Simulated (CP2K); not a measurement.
Methylketene has these distinct C atoms: C1 (bonded to C and 3 H), C2 (bonded to 2 C and H) and C3 (bonded to C and O).

```xyz
8

C    -0.9191   -0.3318   -0.1078
C     0.2895    0.5041    0.2510
C     1.5305    0.1644   -0.0318
O     2.6427   -0.1405   -0.2862
H    -0.6291   -1.2503   -0.6319
H    -1.6047    0.2251   -0.7629
H    -1.4788   -0.6231    0.7930
H     0.1690    1.4521    0.7767
```

Their partial C K spectra (CP2K XAS_TDP, all-electron GAPW, PBEh(45%), aug-cc-pVDZ, TDA, GW2X-corrected core level, no relativity) are given in random order, each times the number of alike atoms.

Gaussian full width 0.5 eV, oscillator strength per eV, alike atoms added, rows of zeros left out:

```
E (eV)  curve 1  curve 2  curve 3
287.75    0.000    0.000    0.001
288.00    0.000    0.000    0.001
288.25    0.001    0.000    0.000
288.50    0.015    0.000    0.000
288.75    0.090    0.000    0.007
289.00    0.133    0.000    0.045
289.25    0.049    0.004    0.076
289.50    0.005    0.014    0.032
289.75    0.000    0.012    0.005
290.00    0.000    0.003    0.006
290.25    0.000    0.005    0.007
290.50    0.000    0.020    0.005
290.75    0.000    0.023    0.013
291.00    0.000    0.035    0.016
291.25    0.000    0.079    0.011
291.50    0.001    0.055    0.005
291.75    0.021    0.011    0.001
292.00    0.100    0.001    0.005
292.25    0.117    0.002    0.012
292.50    0.034    0.009    0.015
292.75    0.002    0.013    0.026
293.00    0.000    0.010    0.030
293.25    0.000    0.006    0.026
293.50    0.000    0.020    0.015
293.75    0.000    0.052    0.012
294.00    0.001    0.057    0.014
294.25    0.001    0.031    0.011
294.50    0.000    0.007    0.011
294.75    0.000    0.008    0.010
295.00    0.001    0.019    0.016
295.25    0.002    0.013    0.019
295.50    0.002    0.005    0.011
295.75    0.001    0.007    0.013
296.00    0.001    0.005    0.016
296.25    0.003    0.004    0.035
296.50    0.006    0.002    0.049
296.75    0.004    0.000    0.035
297.00    0.002    0.000    0.012
297.25    0.001    0.000    0.004
297.50    0.000    0.001    0.006
297.75    0.001    0.008    0.005
298.00    0.002    0.012    0.006
298.25    0.003    0.007    0.017
298.50    0.002    0.006    0.037
298.75    0.002    0.010    0.029
299.00    0.001    0.016    0.009
299.25    0.000    0.024    0.005
```

**Question.** Which curve belongs to which atom?

Curve 1: C3 (bonded to C and O), leading line at 288.95 eV (f = 0.073 an atom), ionisation energy 296.26 eV, term value 7.31 eV. Curve 2: C1 (bonded to C and 3 H), leading line at 289.60 eV (f = 0.008 an atom), ionisation energy 292.74 eV, term value 3.14 eV. Curve 3: C2 (bonded to 2 C and H), leading line at 289.22 eV (f = 0.041 an atom), ionisation energy 292.15 eV, term value 2.93 eV. The leading line of an atom is its first one with 35 % of the strongest within 2.5 eV of its lowest line over the strength cut. A line lies at the core ionisation energy, which rises as an atom loses charge to its neighbours or to a π system, less the term value, which is large for a low π* or σ* orbital with weight on that atom.

[Banner, clock and machine lines of the logs are left out without a mark of their own.]

[Logs are printed without paths, hosts, clocks, repeated set-up lines and the standing remarks that a program may print on its own settings, such as how far it seeks lower states.]

[Hosts, paths, dates, database ids (printed as entryN), source tags and the programs' standing remarks are cut or masked in the printed files.]
